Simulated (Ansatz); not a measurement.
# Phonons of LuPd (Pm-3m) against volume

Wanted: mode Grüneisen parameters of LuPd (Pm-3m).

Main program and level: Ansatz 0.2.0; DFT PBEsol, scalar-relativistic, plane waves, PAW; PAW set soft_1.

### Step 1. The starting structure

The structure is cubic, space group Pm-3m (No. 221). Conventional cell: a = 3.389 Å, b = 3.389 Å, c = 3.389 Å, α = 90.00°, β = 90.00°, γ = 90.00°. Nearest to Lu lie 8 Pd at 2.94 Å. Nearest to Pd lie 8 Lu at 2.94 Å. Farther neighbours, and contacts between anions beyond the nearest, are not listed.

### Step 2. The dispersion

Stability and thermal properties need the whole zone. Linear response on a 4×4×4 q mesh gives force constants as far as a supercell of that size would.

Input file input.yaml:

```yaml
crystal:
  lattice:
    - [3.3894934377, 0.0, 0.0]
    - [0.0, 3.3894934377, 0.0]
    - [0.0, 0.0, 3.3894934377]
  atoms:
    - { symbol: Lu, position: [0.0, 0.0, 0.0] }
    - { symbol: Pd, position: [0.5, 0.5, 0.5] }
kpoints:
  mp_grid: { grid: [12, 12, 12] }
hamiltonian:
  xc: pbesol
  pseudopotentials: { kind: paw, azcp: { folder: soft_1 }, xc_functional: pbe }
scf:
  occupations: { method: methfessel_paxton, width: 0.2 }
output:
  eigenvalues: true
phonons:
  method: dfpt
  qmesh: [4, 4, 4]
  temperatures: { t_max: 1000, t_step: 50 }
  qpath:
    path:
      - [[0.0, 0.0, 0.0], [0.0, 0.5, 0.0], [0.5, 0.5, 0.0], [0.0, 0.0, 0.0], [0.5, 0.5, 0.5], [0.0, 0.5, 0.0]]
      - [[0.5, 0.5, 0.5], [0.5, 0.5, 0.0]]
    npoints: 10
```

On the command line:

```sh
$ ansatz run input.yaml --threads 4 --pin off --max-ram 10240MiB --backend cpu --events-out ev --progress --plain --runs-dir out
```

Log:

```text
Engine: ansatz 0.2.0, x86_64-unknown-linux-gnu
Pseudopotentials: kind: paw
Pseudopotential: Lu, paw, valence charge 25, recommended cutoff 420 eV (normal), soft_1/Lu.paw.azcp
Pseudopotential: Pd, paw, valence charge 18, recommended cutoff 420 eV (normal), soft_1/Pd.paw.azcp
Functional definition: PBEsol
  exchange = pbesol_x
  correlation = pbesol_c
Crystal: 2 atoms, lattice volume = 38.941 Å³
Basis set: ecut = 420 eV, 751 PW (Γ), exchange–correlation on 48×48×48 points (8 copies of the dense FFT grid, shifted against one another)
Bands: 26, of which v1, the nominal top of the filled ones, is band 22 counted from 1 (21 counted from 0)
Symmetry: 48 space group operations
k-points: 84 of 1728
Non-local potential: Lu, projectors of the file, l = 0: 3, l = 1: 2, l = 2: 2, l = 3: 3
Non-local potential: Pd, projectors of the file, l = 0: 2, l = 1: 2, l = 2: 2, l = 3: 1
PAW form: soft (Blöchl's): semilocal exchange-correlation on the pseudo side does not see the compensation charge
PAW frozen core: Lu, regenerated for the run's functional, and the local potential with it (the file was generated under x = pbe(κ = 0.804, μ = 0.219515), c = pbe(β = 0.066725))
PAW frozen core: Pd, regenerated for the run's functional, and the local potential with it (the file was generated under x = pbe(κ = 0.804, μ = 0.219515), c = pbe(β = 0.066725))
PAW one-centre angular grid: Lu, 590 points (default); XC on 64 Gauss nodes
PAW one-centre angular grid: Pd, 590 points (default); XC on 64 Gauss nodes
Initial density: superposition of atomic densities (chi_scale 0.1, normalization cell, long waves kept (reshape's long-wave potential 0.00 eV rms))
Initial wavefunctions: pseudopotential atomic-orbital guess
Functional: x = pbesol(κ = 0.804, μ = 0.123457), c = pbesol(β = 0.046)
SCF iter   1: F=—  HF=-21539.380708 eV  |F-HF|=—  |Δ(HF+E_count)|=         —  Δρ=5.28e-1  dr2=1.92e2  ethr=3.10e-3  ⟨swp⟩=5.9  Hψ=9813  notcnv=0
preconditioner: auto → Kerker (q_TF=auto, 2.774 Å⁻¹)  [metal: Δε(μ)=0.033 eV  Ē_g=13.412 eV  σ=0.200 eV  W_gap=0.14  n_scr=18 (ndim 8)  ℏωp=34.2 eV  f_vac=0.000  D(μ)=2.04/eV (n_scr^D=18)]
SCF iter   2: F=—  HF=-21524.273591 eV  |F-HF|=—  |Δ(HF+E_count)|=    1.51e1  S|Δr|=    0.00e0  Δρ=2.09e-1  dr2=3.25e1  ethr=3.10e-3  ⟨swp⟩=4.3  Hψ=6992  notcnv=0  defer=5
SCF iter   3: F=—  HF=-21521.501079 eV  |F-HF|=—  |Δ(HF+E_count)|=    2.77e0  S|Δr|=    0.00e0  Δρ=5.77e-2  dr2=2.47e0  ethr=3.10e-3  ⟨swp⟩=3.8  Hψ=5365  notcnv=0  defer=2
SCF iter   4: F=—  HF=-21520.931671 eV  |F-HF|=—  |Δ(HF+E_count)|=   5.69e-1  S|Δr|=    0.00e0  Δρ=3.87e-2  dr2=1.02e0  ethr=3.10e-3  ⟨swp⟩=3.6  Hψ=5754  notcnv=0  defer=9
SCF iter   5: F=—  HF=-21520.655495 eV  |F-HF|=—  |Δ(HF+E_count)|=   2.76e-1  S|Δr|=    0.00e0  Δρ=2.41e-2  dr2=9.64e-2  ethr=2.36e-3  ⟨swp⟩=3.8  Hψ=5336  notcnv=0  defer=13
SCF iter   6: F=—  HF=-21520.629405 eV  |F-HF|=—  |Δ(HF+E_count)|=   2.61e-2  S|Δr|=    0.00e0  Δρ=5.78e-3  dr2=2.16e-2  ethr=2.24e-4  ⟨swp⟩=3.0  Hψ=5988  notcnv=0  defer=19
SCF iter   7: F=—  HF=-21520.621041 eV  |F-HF|=—  |Δ(HF+E_count)|=   8.36e-3  S|Δr|=    0.00e0  Δρ=1.27e-3  dr2=1.03e-3  ethr=5.03e-5  ⟨swp⟩=2.4  Hψ=4135  notcnv=0  defer=19
SCF iter   8: F=—  HF=-21520.620983 eV  |F-HF|=—  |Δ(HF+E_count)|=   5.82e-5  S|Δr|=    0.00e0  Δρ=8.11e-4  dr2=4.71e-4  ethr=2.40e-6  ⟨swp⟩=2.3  Hψ=4379  notcnv=0  defer=14
SCF iter   9: F=—  HF=-21520.620841 eV  |F-HF|=—  |Δ(HF+E_count)|=   1.42e-4  S|Δr|=    0.00e0  Δρ=2.62e-4  dr2=5.66e-5  ethr=1.09e-6  ⟨swp⟩=2.3  Hψ=3386  notcnv=0  defer=14
SCF iter  10: F=—  HF=-21520.620823 eV  |F-HF|=—  |Δ(HF+E_count)|=   1.76e-5  S|Δr|=    0.00e0  Δρ=5.04e-5  dr2=8.15e-7  ethr=1.32e-7  ⟨swp⟩=2.2  Hψ=4224  notcnv=0  defer=14
SCF iter  11: F=—  HF=-21520.620822 eV  |F-HF|=—  |Δ(HF+E_count)|=   1.71e-6  S|Δr|=    0.00e0  Δρ=2.17e-5  dr2=1.13e-7  ethr=1.90e-9  ⟨swp⟩=3.2  Hψ=5381  notcnv=0  defer=14
SCF iter  12: F=—  HF=-21520.620822 eV  |F-HF|=—  |Δ(HF+E_count)|=   6.55e-8  S|Δr|=    0.00e0  Δρ=4.83e-6  dr2=4.41e-9  ethr=2.62e-10  ⟨swp⟩=3.5  Hψ=5330  notcnv=0  defer=14
SCF iter  13: F=—  HF=-21520.620822 eV  |F-HF|=—  |Δ(HF+E_count)|=   1.13e-9  S|Δr|=    0.00e0  Δρ=9.33e-7  dr2=3.50e-10  ethr=1.03e-11  ⟨swp⟩=2.6  Hψ=4373  notcnv=0  defer=14
SCF iter  14: F=—  HF=-21520.620822 eV  |F-HF|=—  |Δ(HF+E_count)|=  1.42e-10  S|Δr|=    0.00e0  Δρ=1.77e-7  dr2=1.09e-11  ethr=1.00e-12  ⟨swp⟩=2.7  Hψ=4678  notcnv=0  defer=14
SCF iter  15: F=-21520.620822 eV  HF=-21520.620822 eV  |F-HF|=0.00e0  |Δ(HF+E_count)|=    0.00e0  S|Δr|=    0.00e0  Δρ=3.62e-8  dr2=3.90e-13  ethr=1.00e-12  ⟨swp⟩=9.6  Hψ=15260  notcnv=0
SCF 1 converged in 15 iterations: F = -21520.620822 eV  dr2 = 3.90e-13
  greatest PAW one-centre occupation: 0.999 electrons in one spin orbital (limit 2), on the Pd atom at site 1 (counted from 0), in its partial waves of l = 0
phonons: the bands overlap, so this run is a metal and interpolates without the dipole-dipole term. If the crystal is really an insulator or semiconductor, its LO-TO splitting is missing
NSCF: frozen V_eff on 84 k-points
NSCF: frozen V_eff on 196 k-points
DFPT response loops at q = (0, 0, 0) (fractional): preconditioner auto → Kerker (q_TF=auto, 2.774 Å⁻¹) (partly filled bands, converged f_vac=0.000); β = 1.00, the filter's whole step (`scf.mixing.beta` (0.50) is not read by the response loops under this deck's `scf.mixing.preconditioner`; to damp them name `kerker` or `kerker_dos`, under which they read `scf.mixing.beta`, and type it under 1.00, their step now; both keys bind the ground state too); Broyden in place of MSR1
NSCF: frozen V_eff on 1176 k-points
DFPT response loops at q = (0, 0, 0.25) (fractional): mixed as the last ones told, above
NSCF: frozen V_eff on 686 k-points
DFPT response loops at q = (0, 0, -0.5) (fractional): mixed as the last ones told, above
NSCF: frozen V_eff on 2016 k-points
DFPT response loops at q = (0, 0.25, 0.25) (fractional): mixed as the last ones told, above
NSCF: frozen V_eff on 1176 k-points
DFPT response loops at q = (0, 0.25, -0.5) (fractional): mixed as the last ones told, above
NSCF: frozen V_eff on 686 k-points
DFPT response loops at q = (0, -0.5, -0.5) (fractional): mixed as the last ones told, above
NSCF: frozen V_eff on 1872 k-points
DFPT response loops at q = (0.25, 0.25, 0.25) (fractional): mixed as the last ones told, above
NSCF: frozen V_eff on 2016 k-points
DFPT response loops at q = (0.25, 0.25, -0.5) (fractional): mixed as the last ones told, above
NSCF: frozen V_eff on 1176 k-points
DFPT response loops at q = (0.25, -0.5, -0.5) (fractional): mixed as the last ones told, above
NSCF: frozen V_eff on 392 k-points
DFPT response loops at q = (-0.5, -0.5, -0.5) (fractional): mixed as the last ones told, above
SCF converged after 15 iterations
Stability not checked: this state was not tested for a lower state beside it, because cold or Methfessel-Paxton smearing, or corrected tetrahedra, fill the levels in a way that the test cannot read (fill_not_monotonic; see scf.lower_state_search)
Free energy (F): -21520.620822 eV
Harris-Foulkes:  -21520.620822 eV  (|F-HF|=0.00e0)
Internal energy: -21520.618004 eV  (E = F + TS)
E sigma→0 (E₀):  -21520.620117 eV
Entropy (-TS):   -0.002818 eV (-1.409 meV/atom)
Fermi energy:    18.189185 eV
--- Per-component energies (eV) ---
  E_band       = -75.599748
  E_kinetic    = 870.261863
  E_local      = -8187.972767  (includes V_loc(G=0)·N_el)
  E_nonlocal   = 1056.139218
  E_hartree    = 3383.310951
  E_xc         = -345.687026
  E_vxc        = -429.063977  (∫ρ·V_xc dr)
  E_paw        = -11045.569000  (= ΣΔE_a)
  E_vpaw       = -151.586227  (= ΣTr[D̂ρ^β])
  E_aug_tail   = 0.000207  (compensation charges beyond the density's cutoff)
  E_ewald      = -7252.595860
  E_core_change = 1.494410  (= ΣΔE_core)
  E_smearing   = -0.002818  (= −TS)
  E_closure    = -0.000000  (closes the sum)
  Σ components = -21520.620822   (vs F -21520.620822, Δ=0.00e0)
--- Band table (eV; the first three rows and the last of 84) ---
  k-point 0: bands = [... 18 lower, 15.2512, 15.2512, 15.2512, 19.8939, 19.8939, 24.1560, 24.1560, 24.1560]
  k-point 1: bands = [... 18 lower, 15.2424, 15.2424, 15.2738, 19.8132, 19.9043, 23.4622, 23.4622, 24.1108]
  k-point 2: bands = [... 18 lower, 15.2196, 15.2196, 15.3355, 19.5876, 19.8420, 22.4874, 22.4874, 23.9874]
  k-point 83: bands = [... 18 lower, 16.1036, 16.1036, 16.9174, 16.9174, 16.9174, 22.6794, 25.3959, 25.3959]
--- Phonons (Γ-DFPT): 2 representative perturbations + reference (Σ response iterations 7) ---
  ASR residual: 3.193e-5 → 0.000e0 eV/Å²; symmetrization residual: 3.593e-6 eV/Å²
  ASR residual per site (eV/Å²): 3.19e-5 5.51e-6
  Γ frequencies (cm⁻¹): 0.00 0.00 0.00 115.68 115.68 115.68
--- Phonons (arbitrary-q DFPT): 10 irreducible q on the 4×4×4 mesh ---
  q = [0.0000, 0.0000, 0.0000] (star 1, of the zone-centre solve; hermiticity 2.21e-6, symmetrization 2.71e-11): -0.00 -0.00 0.00 115.68 115.68 115.68
  q = [0.0000, 0.0000, 0.2500] (star 6, 4 solved perturbations in 1848 linear systems a pass and spin channel, the states on 588 of 1728 k-point pairs; hermiticity 2.32e-6, symmetrization 9.12e-13): 44.53 44.53 74.47 107.44 107.44 121.88
  q = [0.0000, 0.0000, -0.5000] (star 3, 4 solved perturbations in 1078 linear systems a pass and spin channel, the states on 343 of 1728 k-point pairs; hermiticity 4.64e-8, symmetrization 1.71e-8): 66.74 66.74 92.09 92.09 106.68 135.44
  q = [0.0000, 0.2500, 0.2500] (star 12, 4 solved perturbations in 3108 linear systems a pass and spin channel, the states on 1008 of 1728 k-point pairs; hermiticity 2.38e-6, symmetrization 5.31e-13): 39.64 57.26 93.85 100.91 109.28 118.24
  q = [0.0000, 0.2500, -0.5000] (star 12, 6 solved perturbations on 588 of 1728 k-point pairs; hermiticity 8.05e-7, symmetrization 5.40e-9): 65.42 66.47 68.75 90.01 116.21 135.72
  q = [0.0000, -0.5000, -0.5000] (star 3, 4 solved perturbations in 1078 linear systems a pass and spin channel, the states on 343 of 1728 k-point pairs; hermiticity 2.51e-6, symmetrization 6.61e-11): 51.20 51.20 67.15 84.13 131.39 131.39
  q = [0.2500, 0.2500, 0.2500] (star 8, 2 solved perturbations on 936 of 1728 k-point pairs; hermiticity 1.49e-6, symmetrization 3.69e-12): 61.26 61.26 82.62 109.53 111.56 111.56
  q = [0.2500, 0.2500, -0.5000] (star 12, 4 solved perturbations in 3108 linear systems a pass and spin channel, the states on 1008 of 1728 k-point pairs; hermiticity 4.20e-7, symmetrization 1.19e-8): 65.92 66.29 76.90 99.96 110.83 131.97
  q = [0.2500, -0.5000, -0.5000] (star 6, 4 solved perturbations in 1848 linear systems a pass and spin channel, the states on 588 of 1728 k-point pairs; hermiticity 1.51e-6, symmetrization 1.50e-8): 69.11 69.11 74.82 98.34 129.25 129.25
  q = [-0.5000, -0.5000, -0.5000] (star 1, 2 solved perturbations on 196 of 1728 k-point pairs; hermiticity 1.07e-9, symmetrization 5.36e-10): 79.49 79.49 79.49 127.97 127.97 127.97
  sum rule: each row above includes the acoustic sum rule's correction from the zone centre's row sums; it moved no ω² by more than (0.22 cm⁻¹)²
  mesh force constants: q→R imaginary residual 1.73e-18; ASR residual 3.193e-5 → 0.000e0 eV/Å²; symmetrization residual 1.066e-14 eV/Å²
  interpolated dispersion: 62 rows × 6 modes
  density of states and harmonic sums: on the 20×20×20 q-mesh, interpolated from the force constants of a 4×4×4 supercell (no non-analytic term)
  largest difference from the sums on the solved wave vectors: F 1.43e-2 eV, S 1.83e-5 and C_V 4.01e-6 eV/K
  zero-point energy: 0.033263 eV/cell   skipped modes (ω ≤ 0): 3   left out of the sums: 6.25e-5 of the cell's modes: C_V's classical limit lies that fraction below 3 k_B per atom; for a crystal, a wire or a layer, F and S can be off by more, and a phonons.interpolated_qmesh denser along its periods is the remedy for the sampling
```

The job ended after 7.2 min (4 threads of Intel Xeon Platinum 8488C (Sapphire Rapids), shared host; peak memory 2.7 GiB; 27 min of CPU time).

This step gave:

* volume per atom: 19.47 Å³
* gap on the k-mesh: 0 eV
* sum-rule residual before enforcement: 3.19e-5 eV/Å²
* lowest frequency on the path: 0 cm⁻¹
* point group: m-3m
* highest frequency on path, mesh or solved points: 136.4 cm⁻¹
* mean frequency: 89.4 cm⁻¹
* Debye temperature (second moment): 174 K
* logarithmic mean frequency: 84.7 cm⁻¹
* highest optical mode at the zone centre (no LO-TO term): 115.7 cm⁻¹
* lowest optical zone-centre mode: 115.7 cm⁻¹
* lowest mode on the q mesh (acoustic modes at Γ apart): 39.64 cm⁻¹
* zero-point energy per atom: 16.63 meV
* heat capacity at 300 K: 24.53 J/(mol atoms K)
* vibrational entropy at 300 K: 47.63 J/(mol atoms K)

Frequencies (cm⁻¹) solved at each irreducible wavevector; negative means imaginary. Frequencies by wavevector, by row:

```tsv
q in reciprocal lattice units	star	mode 1	mode 2	mode 3	mode 4	mode 5	mode 6
0 0 0	1	0	0	0	115.7	115.7	115.7
0 0 0.25	6	44.5	44.5	74.5	107.4	107.4	121.9
0 0 -0.5	3	66.7	66.7	92.1	92.1	106.7	135.4
0 0.25 0.25	12	39.6	57.3	93.8	100.9	109.3	118.2
0 0.25 -0.5	12	65.4	66.5	68.8	90	116.2	135.7
0 -0.5 -0.5	3	51.2	51.2	67.2	84.1	131.4	131.4
0.25 0.25 0.25	8	61.3	61.3	82.6	109.5	111.6	111.6
0.25 0.25 -0.5	12	65.9	66.3	76.9	100	110.8	132
0.25 -0.5 -0.5	6	69.1	69.1	74.8	98.3	129.2	129.2
-0.5 -0.5 -0.5	1	79.5	79.5	79.5	128	128	128
```

Symmetry leaves 10 wavevectors to solve. The lowest mode among them, the acoustic zeros apart, lies at q = (0, 0.25, 0.25) and is real, 39.6 cm⁻¹.

### Step 3. Relaxing at another volume, volume ratio 0.97

The volume is scaled by 0.97 and held; symmetry leaves nothing to relax, so this is a single point. The modes can then be followed against volume.

input.yaml, the sections that differ from step 2:

```yaml
crystal:
  lattice:
    - [3.3552537893, 0.0, 0.0]
    - [0.0, 3.3552537893, 0.0]
    - [0.0, 0.0, 3.3552537893]
  atoms:
    - { symbol: Lu, position: [0.0, 0.0, 0.0] }
    - { symbol: Pd, position: [0.5, 0.5, 0.5] }
output:
  forces: true
  stress: true
  eigenvalues: true
# kpoints, hamiltonian, scf: as in step 2
# phonons: removed
```

Log:

```text
[...]
Crystal: 2 atoms, lattice volume = 37.773 Å³
Basis set: ecut = 420 eV, 739 PW (Γ), exchange–correlation on 48×48×48 points (8 copies of the dense FFT grid, shifted against one another)
Bands: 26, of which v1, the nominal top of the filled ones, is band 22 counted from 1 (21 counted from 0)
Symmetry: 48 space group operations
[...]
k-points: 84 of 1728
[...]
--- Band table (eV; the first three rows and the last of 84) ---
  k-point 0: bands = [... 18 lower, 15.8193, 15.8193, 15.8193, 20.5782, 20.5782, 24.9788, 24.9788, 24.9788]
  k-point 1: bands = [... 18 lower, 15.8115, 15.8115, 15.8441, 20.4919, 20.5927, 24.2548, 24.2548, 24.9302]
  k-point 2: bands = [... 18 lower, 15.7915, 15.7915, 15.9118, 20.2507, 20.5428, 23.2412, 23.2412, 24.7976]
  k-point 83: bands = [... 18 lower, 16.7150, 16.7150, 17.4879, 17.4879, 17.4879, 23.5072, 26.2601, 26.2601]
[key lines of the parts left out:]
SCF converged after 12 iterations
Free energy (F): -21520.607675 eV
Fermi energy:    18.855577 eV
P = ⅓ Tr σ = 3.7098 GPa (37.098 kbar)
```

The job ended after 1.9 s (4 threads; peak memory 0.44 GiB).

Read from the output:

```yaml
pressure: 3.710 GPa
volume_per_atom: 18.89 Å³
```

The run ends at a pressure of 3.71 GPa.

### Step 4. Phonons at the other volume, volume ratio 0.97

The phonons are repeated at this volume on the same meshes, so that differences come from the volume alone.

input.yaml, as its differences from that of step 3:

```diff
@@ -16,4 +16,11 @@
 output:
-  forces: true
-  stress: true
   eigenvalues: true
+phonons:
+  method: dfpt
+  qmesh: [4, 4, 4]
+  temperatures: { t_max: 1000, t_step: 50 }
+  qpath:
+    path:
+      - [[0.0, 0.0, 0.0], [0.0, 0.5, 0.0], [0.5, 0.5, 0.0], [0.0, 0.0, 0.0], [0.5, 0.5, 0.5], [0.0, 0.5, 0.0]]
+      - [[0.5, 0.5, 0.5], [0.5, 0.5, 0.0]]
+    npoints: 10
```

Log:

```text
[...]
Crystal: 2 atoms, lattice volume = 37.773 Å³
Basis set: ecut = 420 eV, 739 PW (Γ), exchange–correlation on 48×48×48 points (8 copies of the dense FFT grid, shifted against one another)
Bands: 26, of which v1, the nominal top of the filled ones, is band 22 counted from 1 (21 counted from 0)
Symmetry: 48 space group operations
k-points: 84 of 1728
[...]
SCF iter   1: F=—  HF=-21539.094128 eV  |F-HF|=—  |Δ(HF+E_count)|=         —  Δρ=5.28e-1  dr2=1.83e2  ethr=3.10e-3  ⟨swp⟩=5.9  Hψ=9885  notcnv=0
[...]
SCF iter  14: F=-21520.607675 eV  HF=-21520.607675 eV  |F-HF|=3.64e-12  |Δ(HF+E_count)|=  1.13e-10  S|Δr|=    0.00e0  Δρ=2.11e-7  dr2=9.03e-12  ethr=1.00e-12  ⟨swp⟩=9.4  Hψ=19364  notcnv=0
SCF 1 converged in 14 iterations: F = -21520.607675 eV  dr2 = 9.03e-12
[...]
NSCF: frozen V_eff on 84 k-points
[...]
SCF converged after 14 iterations
[...]
Free energy (F): -21520.607675 eV
[...]
Internal energy: -21520.604683 eV  (E = F + TS)
E sigma→0 (E₀):  -21520.606927 eV
Entropy (-TS):   -0.002991 eV (-1.496 meV/atom)
Fermi energy:    18.855586 eV
[...]
--- Band table (eV; the first three rows and the last of 84) ---
  k-point 0: bands = [... 18 lower, 15.8194, 15.8194, 15.8194, 20.5782, 20.5782, 24.9788, 24.9788, 24.9788]
  k-point 1: bands = [... 18 lower, 15.8115, 15.8115, 15.8442, 20.4919, 20.5928, 24.2548, 24.2548, 24.9302]
  k-point 2: bands = [... 18 lower, 15.7916, 15.7916, 15.9118, 20.2508, 20.5428, 23.2412, 23.2412, 24.7976]
  k-point 83: bands = [... 18 lower, 16.7151, 16.7151, 17.4879, 17.4879, 17.4879, 23.5072, 26.2601, 26.2601]
[...]
ASR residual: 9.800e-5 → 0.000e0 eV/Å²; symmetrization residual: 5.893e-6 eV/Å²
  ASR residual per site (eV/Å²): 9.80e-5 1.99e-5
  Γ frequencies (cm⁻¹): 0.00 0.00 0.00 124.40 124.40 124.40
--- Phonons (arbitrary-q DFPT): 10 irreducible q on the 4×4×4 mesh ---
[...]
interpolated dispersion: 62 rows × 6 modes
[...]
```

It took 8 min on 4 threads; peak memory 2.6 GiB.

Numbers from this step:

| Property | Result |
| --- | --- |
| sum-rule residual before enforcement | 9.80e-5 eV/Å² |
| highest frequency on path, mesh or solved points | 144 cm⁻¹ |
| mean frequency | 95 cm⁻¹ |
| Debye temperature (second moment) | 185 K |
| logarithmic mean frequency | 89.7 cm⁻¹ |
| highest optical mode at the zone centre (no LO-TO term) | 124.4 cm⁻¹ |
| lowest optical zone-centre mode | 124.4 cm⁻¹ |
| lowest mode on the q mesh (acoustic modes at Γ apart) | 39.51 cm⁻¹ |
| zero-point energy per atom | 17.67 meV |
| heat capacity at 300 K | 24.47 J/(mol atoms K) |
| vibrational entropy at 300 K | 46.22 J/(mol atoms K) |

Frequencies (cm⁻¹) solved at each irreducible wavevector; negative means imaginary. Frequencies by wavevector, by row:

```tsv
q in reciprocal lattice units	star	mode 1	mode 2	mode 3	mode 4	mode 5	mode 6
0 0 0	1	0	0	0	124.4	124.4	124.4
0 0 0.25	6	47.1	47.1	78.8	115.3	115.3	129.8
0 0 -0.5	3	71	71	98.6	98.6	113.7	141.8
0 0.25 0.25	12	39.5	60.8	99.6	108.3	115.2	127.9
0 0.25 -0.5	12	67.6	68.9	73.3	96.3	125.7	143.8
0 -0.5 -0.5	3	51.7	51.7	72	90.5	141	141
0.25 0.25 0.25	8	64.1	64.1	85.7	117.6	119.9	119.9
0.25 0.25 -0.5	12	67.7	70.1	83.9	104.4	120.4	139.8
0.25 -0.5 -0.5	6	73.7	73.7	82.2	103.1	137.1	137.1
-0.5 -0.5 -0.5	1	88	88	88	133.1	133.1	133.1
```

The highest optical mode at the zone centre (no LO-TO term) is 124.4 cm⁻¹, +8.7 cm⁻¹ against the base run.

(Part 1 of 2 ends here.)

[Long decimals in the printed logs are rounded to 6 places.]

[Logs are printed without paths, hosts, clocks, repeated set-up lines and the standing remarks that a program may print on its own settings, such as how far it seeks lower states.]

[Hosts, paths, dates, database ids (printed as entryN), source tags and the programs' standing remarks are cut or masked in the printed files.]

[Where the starting crystal was built by hand or by swapping elements, it need not be the compound's stable phase.]
